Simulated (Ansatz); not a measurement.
# Decaying states in the gap of Na4MgZnSe4

Aim: relax a made-up compound, Na4MgZnSe4, and see how good a tunnel barrier it would be. It is built by putting Mg for part of the Zn in the Na2ZnSe2 structure of space group Ibam, with the volume rescaled by atomic radii. The parent structure comes from the Materials Project.

Calculated with Ansatz 0.2.0; LDA DFT, plane waves, PAW files, in the first sound run; inputs show where later runs differ.

The structure was built from a prototype and need not be the compound's stable phase.

**1. The starting structure**

The structure is orthorhombic, space group I222 (No. 23). The conventional cell has a = 6.132 Å, b = 6.657 Å, c = 11.807 Å, α = 90.00°, β = 90.00°, γ = 90.00°. Na has 6 Se at 2.94 to 3.71 Å and 1 Zn at 3.19 Å and 1 Mg at 3.19 Å and 2 Na at 3.73 Å nearest. Nearest to Mg lie 4 Se at 2.50 Å. Zn has 4 Se at 2.50 Å nearest. Nearest to Se lie 1 Zn at 2.50 Å and 1 Mg at 2.50 Å and 6 Na at 2.94 to 3.71 Å. It derives from Na2ZnSe2. Mg for part of the Zn in the Na2ZnSe2 structure of space group Ibam. Farther neighbours and most contacts between anions are not listed.

**2. Relaxing the new crystal**

The substituted atoms don't fit the parent's cell, so cell and atoms relax together. A small smearing keeps the run stable in case the gap closes on the way.

Input file input.yaml:

```yaml
crystal:
  lattice:
    - [-3.3285125467, 5.9036534081, 3.0659668815]
    - [3.3285125467, -5.9036534081, 3.0659668815]
    - [3.3285125467, 5.9036534081, -3.0659668815]
  atoms:
    - { symbol: Na, position: [0.13868973, 0.34060662, 0.47929635] }
    - { symbol: Na, position: [0.86131027, 0.65939338, 0.52070365] }
    - { symbol: Na, position: [0.36131027, 0.84060662, 0.20191689] }
    - { symbol: Na, position: [0.63868973, 0.15939338, 0.79808311] }
    - { symbol: Mg, position: [0.25, 0.25, 0.0] }
    - { symbol: Zn, position: [0.75, 0.75, 0.0] }
    - { symbol: Se, position: [0.61471835, 0.71522759, 0.32994594] }
    - { symbol: Se, position: [0.38528165, 0.28477241, 0.67005406] }
    - { symbol: Se, position: [0.88528165, 0.21522759, 0.10050924] }
    - { symbol: Se, position: [0.11471835, 0.78477241, 0.89949076] }
kpoints:
  mp_grid: { grid: [6, 6, 6] }
scf:
  occupations: { method: gaussian, width: 0.03 }
hamiltonian:
  xc: lda
output:
  forces: true
  stress: true
relax:
  f_tol: 0.02
  max_steps: 60
  cell: {}
```

Started as:

```sh
$ ansatz run input.yaml --threads 2 --pin off --max-ram 4096MiB --backend cpu --events-out ev --progress --plain --runs-dir out
```

Numbers of over 12 decimals in the logs are rounded to 6 here.

The program printed:

```text
Engine: ansatz 0.2.0, aarch64-unknown-linux-gnu
Pseudopotentials: kind: paw
Pseudopotential: Na, paw, valence charge 9, recommended cutoff 420 eV (normal), Na.paw.azcp
Pseudopotential: Mg, paw, valence charge 10, recommended cutoff 420 eV (normal), Mg.paw.azcp
Pseudopotential: Zn, paw, valence charge 12, recommended cutoff 420 eV (normal), Zn.paw.azcp
Pseudopotential: Se, paw, valence charge 16, recommended cutoff 420 eV (normal), Se.paw.azcp
Functional definition: SPW92
  exchange = slater_x
  correlation = pw_c
Crystal: 10 atoms, lattice volume = 240.990 Å³
Basis set: ecut = 420 eV, 4707 PW (Γ)
Bands: 74, of which v1, the nominal top of the filled ones, is band 61 counted from 1 (60 counted from 0)
Symmetry: 4 space group operations
Space group: I222 (ITA 23), of the structure as read, at distance tolerance 6.2e-5 Å
k-points: 46 of 216 (time reversal used)
Non-local potential: Na, projectors of the file, l = 0: 3, l = 1: 2, l = 2: 1
Non-local potential: Mg, projectors of the file, l = 0: 3, l = 1: 2, l = 2: 1
Non-local potential: Zn, projectors of the file, l = 0: 2, l = 1: 2, l = 2: 3, l = 3: 1
Non-local potential: Se, projectors of the file, l = 0: 2, l = 1: 2, l = 2: 3, l = 3: 1
PAW form: soft (Blöchl's): semilocal exchange-correlation on the pseudo side does not see the compensation charge
PAW frozen core: Na, regenerated for the run's functional, and the local potential with it (the file was generated under x = pbe(κ = 0.804, μ = 0.219515), c = pbe(β = 0.066725))
PAW frozen core: Mg, regenerated for the run's functional, and the local potential with it (the file was generated under x = pbe(κ = 0.804, μ = 0.219515), c = pbe(β = 0.066725))
PAW frozen core: Zn, regenerated for the run's functional, and the local potential with it (the file was generated under x = pbe(κ = 0.804, μ = 0.219515), c = pbe(β = 0.066725))
PAW frozen core: Se, regenerated for the run's functional, and the local potential with it (the file was generated under x = pbe(κ = 0.804, μ = 0.219515), c = pbe(β = 0.066725))
PAW one-centre angular grid: Na, 110 points (default); XC on 64 Gauss nodes
PAW one-centre angular grid: Mg, 110 points (default); XC on 64 Gauss nodes
PAW one-centre angular grid: Zn, 590 points (default); XC on 64 Gauss nodes
PAW one-centre angular grid: Se, 590 points (default); XC on 64 Gauss nodes
Initial density: superposition of atomic densities (neutral atoms: chi_scale 0, normalization atom), corrected by the library's trained network
Initial wavefunctions: pseudopotential atomic-orbital guess
Functional: x = slater, c = lda
SCF iter   1: F=—  HF=-32557.516668 eV  |F-HF|=—  |Δ(HF+E_count)|=         —  Δρ=6.07e-3  dr2=4.57e-2  ethr=1.77e-3  ⟨swp⟩=6.3  Hψ=12430  notcnv=0  defer=33
preconditioner: auto → Resta (q_TF=auto, 2.436 Å⁻¹)  ε∞=3.4  [insulator: Δε(μ)=1.858 eV  Ē_g=10.077 eV  σ=0.030 eV  W_gap=1.00  n_scr=60 (ndim 8)  ℏωp=15.5 eV  f_vac=0.135  D(μ)=0.00/eV (n_scr^D=0)  ε∞_Penn≈3.4]
SCF iter   2: F=—  HF=-32557.493550 eV  |F-HF|=—  |Δ(HF+E_count)|=   2.31e-2  Δρ=2.36e-3  dr2=9.86e-3  ethr=3.75e-5  ⟨swp⟩=2.0  Hψ=7030  notcnv=0  defer=330
SCF iter   3: F=—  HF=-32557.491479 eV  |F-HF|=—  |Δ(HF+E_count)|=   2.07e-3  Δρ=9.70e-4  dr2=1.74e-3  ethr=8.08e-6  ⟨swp⟩=2.0  Hψ=5836  notcnv=0  defer=330
SCF iter   4: F=—  HF=-32557.491404 eV  |F-HF|=—  |Δ(HF+E_count)|=   7.54e-5  Δρ=5.48e-4  dr2=5.03e-4  ethr=1.42e-6  ⟨swp⟩=2.0  Hψ=3847  notcnv=0  defer=330
SCF iter   5: F=—  HF=-32557.491152 eV  |F-HF|=—  |Δ(HF+E_count)|=   2.51e-4  Δρ=8.62e-5  dr2=2.40e-5  ethr=4.12e-7  ⟨swp⟩=2.0  Hψ=3846  notcnv=0  defer=330
SCF iter   6: F=—  HF=-32557.491083 eV  |F-HF|=—  |Δ(HF+E_count)|=   6.98e-5  Δρ=3.25e-5  dr2=2.26e-6  ethr=1.97e-8  ⟨swp⟩=2.0  Hψ=4158  notcnv=0  defer=330
SCF iter   7: F=—  HF=-32557.491083 eV  |F-HF|=—  |Δ(HF+E_count)|=   6.50e-7  Δρ=7.07e-6  dr2=1.08e-7  ethr=1.85e-9  ⟨swp⟩=2.0  Hψ=5650  notcnv=0  defer=330
SCF iter   8: F=-32557.491083 eV  HF=-32557.491083 eV  |F-HF|=2.84e-9  |Δ(HF+E_count)|=   6.86e-8  Δρ=2.28e-6  dr2=1.07e-8  ethr=8.20e-11  ⟨swp⟩=4.0  Hψ=11702  notcnv=0
SCF 1 converged in 8 iterations: F = -32557.491083 eV  dr2 = 1.07e-8
  greatest PAW one-centre occupation: 1.000 electrons in one spin orbital (limit 2), on the Mg atom at site 4 (counted from 0), in its partial waves of l = 1
relax step   1: F+E_penalty+E_count = -32557.49108325 eV  Δ(F+E_penalty+E_count) = +0.000e0 eV  max|allowed force component| = 3.656e-1 eV/Å  Δτ_max = 0.0000 Å  P = -1.481 GPa  Ω = 240.990 Å³  (8 SCF iters, dr2 threshold 1.00e-7 eV, accepted)
Crystal: 10 atoms, lattice volume = 231.713 Å³
Basis set: ecut = 420 eV, 4487 PW (Γ)
Initial density: handed on by an earlier stage of this run
Initial wavefunctions: those handed on with the density
iter 1 solved again at ethr=3.35e-5 eV; its pass at ethr=3.10e-3 eV (dr2=4.08e-2 eV) is discarded
SCF iter   1: F=—  HF=-32557.635704 eV  |F-HF|=—  |Δ(HF+E_count)|=         —  Δρ=5.18e-3  dr2=4.11e-2  ethr=3.35e-5  ⟨swp⟩=3.0  Hψ=14472  notcnv=0
preconditioner: auto → Resta (q_TF=auto, 2.452 Å⁻¹)  ε∞=3.4  [insulator: Δε(μ)=1.938 eV  Ē_g=10.203 eV  σ=0.030 eV  W_gap=1.00  n_scr=60 (ndim 8)  ℏωp=15.8 eV  f_vac=0.098  D(μ)=0.00/eV (n_scr^D=0)  ε∞_Penn≈3.4]
SCF iter   2: F=—  HF=-32557.621961 eV  |F-HF|=—  |Δ(HF+E_count)|=   1.37e-2  Δρ=2.49e-3  dr2=9.50e-3  ethr=3.35e-5  ⟨swp⟩=2.1  Hψ=4339  notcnv=0
SCF iter   3: F=—  HF=-32557.618480 eV  |F-HF|=—  |Δ(HF+E_count)|=   3.48e-3  Δρ=5.91e-4  dr2=5.96e-4  ethr=7.79e-6  ⟨swp⟩=2.8  Hψ=5786  notcnv=0
SCF iter   4: F=—  HF=-32557.618265 eV  |F-HF|=—  |Δ(HF+E_count)|=   2.15e-4  Δρ=3.85e-4  dr2=2.50e-4  ethr=4.89e-7  ⟨swp⟩=2.5  Hψ=6031  notcnv=0
SCF iter   5: F=—  HF=-32557.618167 eV  |F-HF|=—  |Δ(HF+E_count)|=   9.80e-5  Δρ=1.38e-4  dr2=4.00e-5  ethr=2.05e-7  ⟨swp⟩=2.0  Hψ=4067  notcnv=0
SCF iter   6: F=—  HF=-32557.618152 eV  |F-HF|=—  |Δ(HF+E_count)|=   1.53e-5  Δρ=4.58e-5  dr2=5.03e-6  ethr=3.28e-8  ⟨swp⟩=2.0  Hψ=5980  notcnv=0
SCF iter   7: F=-32557.618151 eV  HF=-32557.618151 eV  |F-HF|=5.58e-9  |Δ(HF+E_count)|=   9.51e-7  Δρ=8.54e-6  dr2=2.56e-7  ethr=8.20e-10  ⟨swp⟩=4.0  Hψ=10760  notcnv=0
SCF 2 converged in 7 iterations: F = -32557.618151 eV  dr2 = 2.56e-7
relax step   2: F+E_penalty+E_count = -32557.61815087 eV  Δ(F+E_penalty+E_count) = -1.271e-1 eV  max|allowed force component| = 7.235e-2 eV/Å  Δτ_max = 0.0588 Å  P = -0.470 GPa  Ω = 231.713 Å³  energy of the carried Pulay correction = +1.029e-3 eV  (7 SCF iters, dr2 threshold 1.00e-6 eV, accepted)
Crystal: 10 atoms, lattice volume = 226.947 Å³
Basis set: ecut = 420 eV, 4419 PW (Γ)
iter 1 solved again at ethr=3.23e-5 eV; its pass at ethr=3.10e-3 eV (dr2=3.94e-2 eV) is discarded
SCF iter   1: F=—  HF=-32557.658541 eV  |F-HF|=—  |Δ(HF+E_count)|=         —  Δρ=4.41e-3  dr2=3.97e-2  ethr=3.23e-5  ⟨swp⟩=3.1  Hψ=14530  notcnv=0
preconditioner: auto → Resta (q_TF=auto, 2.460 Å⁻¹)  ε∞=3.4  [insulator: Δε(μ)=1.994 eV  Ē_g=10.298 eV  σ=0.030 eV  W_gap=1.00  n_scr=60 (ndim 8)  ℏωp=16.0 eV  f_vac=0.091  D(μ)=0.00/eV (n_scr^D=0)  ε∞_Penn≈3.4]
SCF iter   2: F=—  HF=-32557.645785 eV  |F-HF|=—  |Δ(HF+E_count)|=   1.28e-2  Δρ=2.33e-3  dr2=1.13e-2  ethr=3.23e-5  ⟨swp⟩=2.0  Hψ=4002  notcnv=0
SCF iter   3: F=—  HF=-32557.641003 eV  |F-HF|=—  |Δ(HF+E_count)|=   4.78e-3  Δρ=3.20e-4  dr2=1.92e-4  ethr=9.30e-6  ⟨swp⟩=2.0  Hψ=5520  notcnv=0
SCF iter   4: F=—  HF=-32557.640920 eV  |F-HF|=—  |Δ(HF+E_count)|=   8.33e-5  Δρ=2.95e-4  dr2=1.27e-4  ethr=1.58e-7  ⟨swp⟩=3.0  Hψ=6153  notcnv=0
SCF iter   5: F=—  HF=-32557.640856 eV  |F-HF|=—  |Δ(HF+E_count)|=   6.37e-5  Δρ=5.95e-5  dr2=9.41e-6  ethr=1.04e-7  ⟨swp⟩=2.0  Hψ=4176  notcnv=0
SCF iter   6: F=-32557.640856 eV  HF=-32557.640857 eV  |F-HF|=3.69e-7  |Δ(HF+E_count)|=   1.38e-7  Δρ=2.03e-5  dr2=9.91e-7  ethr=8.20e-10  ⟨swp⟩=3.0  Hψ=15178  notcnv=0
SCF 3 converged in 6 iterations: F = -32557.640856 eV  dr2 = 9.91e-7
relax step   3: F+E_penalty+E_count = -32557.64085624 eV  Δ(F+E_penalty+E_count) = -2.271e-2 eV  max|allowed force component| = 1.338e-2 eV/Å  Δτ_max = 0.0570 Å  P = +0.235 GPa  Ω = 226.947 Å³  energy of the carried Pulay correction = +1.574e-3 eV  (6 SCF iters, dr2 threshold 1.00e-6 eV, accepted)
[...]
relax step   4: F+E_penalty+E_count = -32557.64507360 eV  Δ(F+E_penalty+E_count) = -4.217e-3 eV  max|allowed force component| = 2.629e-2 eV/Å  Δτ_max = 0.0386 Å  P = -0.040 GPa  Ω = 229.118 Å³  energy of the carried Pulay correction = +1.325e-3 eV  (7 SCF iters, dr2 threshold 4.67e-7 eV, accepted)
[...]
relax step   5: F+E_penalty+E_count = -32557.64626709 eV  Δ(F+E_penalty+E_count) = -1.193e-3 eV  max|allowed force component| = 7.056e-3 eV/Å  Δτ_max = 0.0171 Å  P = -0.015 GPa  Ω = 229.062 Å³  energy of the carried Pulay correction = +1.331e-3 eV  (7 SCF iters, dr2 threshold 4.32e-8 eV, accepted)
Initial wavefunctions: pseudopotential atomic-orbital guess (no wavefunctions were taken with the density)
iter 1 solved again at ethr=1.59e-7 eV; its pass at ethr=3.10e-3 eV (dr2=1.95e-4 eV) is discarded
SCF iter   1: F=—  HF=-32557.644864 eV  |F-HF|=—  |Δ(HF+E_count)|=         —  Δρ=1.99e-4  dr2=2.52e-6  ethr=1.59e-7  ⟨swp⟩=3.1  Hψ=21707  notcnv=0
preconditioner: auto → Resta (q_TF=auto, 2.456 Å⁻¹)  ε∞=3.4  [insulator: Δε(μ)=1.950 eV  Ē_g=10.259 eV  σ=0.030 eV  W_gap=1.00  n_scr=60 (ndim 8)  ℏωp=15.9 eV  f_vac=0.101  D(μ)=0.00/eV (n_scr^D=0)  ε∞_Penn≈3.4]
SCF iter   2: F=—  HF=-32557.644930 eV  |F-HF|=—  |Δ(HF+E_count)|=   6.65e-5  Δρ=1.03e-4  dr2=1.33e-6  ethr=2.06e-9  ⟨swp⟩=2.0  Hψ=5589  notcnv=0
SCF iter   3: F=—  HF=-32557.644960 eV  |F-HF|=—  |Δ(HF+E_count)|=   3.02e-5  Δρ=2.73e-5  dr2=1.67e-7  ethr=1.09e-9  ⟨swp⟩=2.0  Hψ=4174  notcnv=0
SCF iter   4: F=—  HF=-32557.644962 eV  |F-HF|=—  |Δ(HF+E_count)|=   1.79e-6  Δρ=6.02e-6  dr2=1.28e-8  ethr=1.37e-10  ⟨swp⟩=2.0  Hψ=4180  notcnv=0
SCF iter   5: F=—  HF=-32557.644962 eV  |F-HF|=—  |Δ(HF+E_count)|=   8.33e-8  Δρ=9.47e-7  dr2=5.60e-10  ethr=1.05e-11  ⟨swp⟩=2.0  Hψ=4057  notcnv=0
SCF iter   6: F=-32557.644962 eV  HF=-32557.644962 eV  |F-HF|=2.15e-10  |Δ(HF+E_count)|=   1.26e-9  Δρ=3.51e-7  dr2=6.40e-11  ethr=1.00e-12  ⟨swp⟩=5.0  Hψ=11965  notcnv=0
SCF 6 converged in 6 iterations: F = -32557.644962 eV  dr2 = 6.40e-11
relax step   6: F+E_penalty+E_count = -32557.64496212 eV  Δ(F+E_penalty+E_count) = +1.305e-3 eV  max|allowed force component| = 6.866e-3 eV/Å  Δτ_max = 0.0000 Å  P = -0.015 GPa  Ω = 229.062 Å³  stress off target by 2.23e-2 GPa  SCF on the basis re-selected at this cell (its energy is not comparable with the rows above)  (6 SCF iters)
basis re-selected at this cell: Δ(F+E_penalty+E_count) = +1.305e-3 eV, ΔP = +0.000 GPa vs the last step (what re-selecting the basis moved, of the pressure what is left beyond the Pulay correction that the steps carried, after the strain that the cell walked since its last selection, with what the two solves' SCF thresholds leave and, on support functions, any second-order correction that the steps lacked; it is no m [...]
SCF converged after 6 iterations
Free energy (F): -32557.644962 eV
Harris-Foulkes:  -32557.644962 eV  (|F-HF|=2.15e-10)
Internal energy: -32557.644962 eV  (E = F + TS)
E sigma→0 (E₀):  -32557.644962 eV
Fermi energy:    5.614357 eV
--- Per-component energies (eV) ---
  E_band       = -2814.561021
  E_kinetic    = 1175.896934
  E_local      = -19343.389251  (includes V_loc(G=0)·N_el)
  E_nonlocal   = -1179.676085
  E_hartree    = 8476.299803
  E_xc         = -736.521346
  E_vxc        = -690.352131  (∫ρ·V_xc dr)
  E_paw        = -10311.747028  (= ΣΔE_a)
  E_vpaw       = 270.362627  (= ΣTr[D̂ρ^β])
  E_aug_tail   = -0.002799  (compensation charges beyond the density's cutoff)
  E_ewald      = -10649.645819
  E_core_change = 11.140630  (= ΣΔE_core)
  E_smearing   = -0.000000  (= −TS)
  E_closure    = -0.000000  (closes the sum)
  Σ components = -32557.644962   (vs F -32557.644962, Δ=0.00e0)
--- Forces (eV/Å), atoms counted from 1 ---
  atom   1  Na    -0.00133713    -0.00159583     0.00020976
  atom   2  Na     0.00133713     0.00159583     0.00020976
  atom   3  Na    -0.00133713     0.00159583    -0.00020976
  atom   4  Na     0.00133713    -0.00159583    -0.00020976
  atom   5  Mg     0.00000000     0.00000000     0.00000000
  atom   6  Zn     0.00000000     0.00000000     0.00000000
  atom   7  Se    -0.00686577    -0.00142925     0.00076651
  atom   8  Se     0.00686577     0.00142925     0.00076651
  atom   9  Se    -0.00686577     0.00142925    -0.00076651
  atom  10  Se     0.00686577    -0.00142925    -0.00076651
  max |Σ_I F_I| component: 8.67e-19 eV/Å
--- Stress (GPa, compression-positive) ---
       -0.022284       0.000000       0.000000
        0.000000      -0.012408       0.000000
        0.000000       0.000000      -0.009697
  P = ⅓ Tr σ = -0.0148 GPa (-0.148 kbar)
--- Relaxed structure (5 steps of the walk, 5 accepted, 1 SCFs on fresh bases) ---
  F+E_penalty+E_count = -32557.64496212 eV   max|allowed force component| = 6.866e-3 eV/Å   (the final SCF, on the basis selected at the relaxed cell)
  cell:  # Å, volume = 229.0624 Å³
    - [-3.362856, 5.651135, 3.013352]
    - [3.362856, -5.651135, 3.013352]
    - [3.362856, 5.651135, -3.013352]
  atoms:
    - { symbol: Na, position: [0.128596, 0.343129, 0.492194] }
    - { symbol: Na, position: [0.850935, 0.636401, 0.507806] }
    - { symbol: Na, position: [0.371404, 0.863599, 0.214534] }
    - { symbol: Na, position: [0.649065, 0.156871, 0.785466] }
    - { symbol: Mg, position: [0.250000, 0.250000, 0] }
    - { symbol: Zn, position: [0.750000, 0.750000, 0] }
    - { symbol: Se, position: [0.624938, 0.730914, 0.337045] }
    - { symbol: Se, position: [0.393869, 0.287892, 0.662955] }
    - { symbol: Se, position: [0.875062, 0.212108, 0.105977] }
    - { symbol: Se, position: [0.106131, 0.769086, 0.894023] }
```

Wall time 3.4 min (2 threads of Arm Neoverse V1, shared host); peak memory 0.89 GiB.

The steps of the relaxation:

```
step  energy less that of the first step (eV)  largest force component (eV/Å)  pressure (GPa)  volume (Å³)
   1                                   0.0000                          0.3656           -1.48       240.99
   2                                  -0.1271                          0.0723           -0.47       231.71
   3                                  -0.1498                          0.0134            0.24       226.95
   4                                  -0.1540                          0.0263           -0.04       229.12
   5                                  -0.1552                          0.0071           -0.02       229.06
  6*                                  -0.1539                          0.0069           -0.01       229.06
```

Relaxation steps marked * repeat the geometry before them on a plane-wave basis chosen anew for their cell, so energy and pressure can jump there.

Forces are held to the 4 operations that the run works with; a distortion that breaks them can't arise in this run.

```
conventional cell, symmetrised  before   after  change
                         a (Å)   6.132   6.027  -1.7 %
                         b (Å)   6.657   6.726  +1.0 %
                         c (Å)  11.807  11.302  -4.3 %
              volume (Å³/atom)   24.10   22.91  -4.9 %
```

The atoms that moved most (Å, as changes of fractional coordinates times the final cell):

```
atom      dx      dy      dz  length
 Na3   0.086  -0.002   0.062   0.106
 Na2  -0.086  -0.002  -0.062   0.106
 Na1   0.086   0.002  -0.062   0.106
 Na4  -0.086   0.002   0.062   0.106
 Se9   0.042  -0.009  -0.057   0.071
 Se8  -0.042  -0.009   0.057   0.071
 Se7   0.042   0.009   0.057   0.071
Se10  -0.042   0.009  -0.057   0.071
```

This step gave:

| Property | Result |
| --- | --- |
| free energy | -32557.6450 eV |
| Fermi energy | 5.614 eV |
| pressure | -0.01480 GPa |

The largest force component on a free atom ends at 0.0069 eV/Å.

(Continued in part 2 of 3.)

[Logs are printed without paths, hosts, clocks, repeated set-up lines and the standing remarks that a program may print on its own settings, such as how far it seeks lower states.]

[Hosts, paths, dates, database ids (printed as entryN), source tags and the programs' standing remarks are cut or masked in the printed files.]
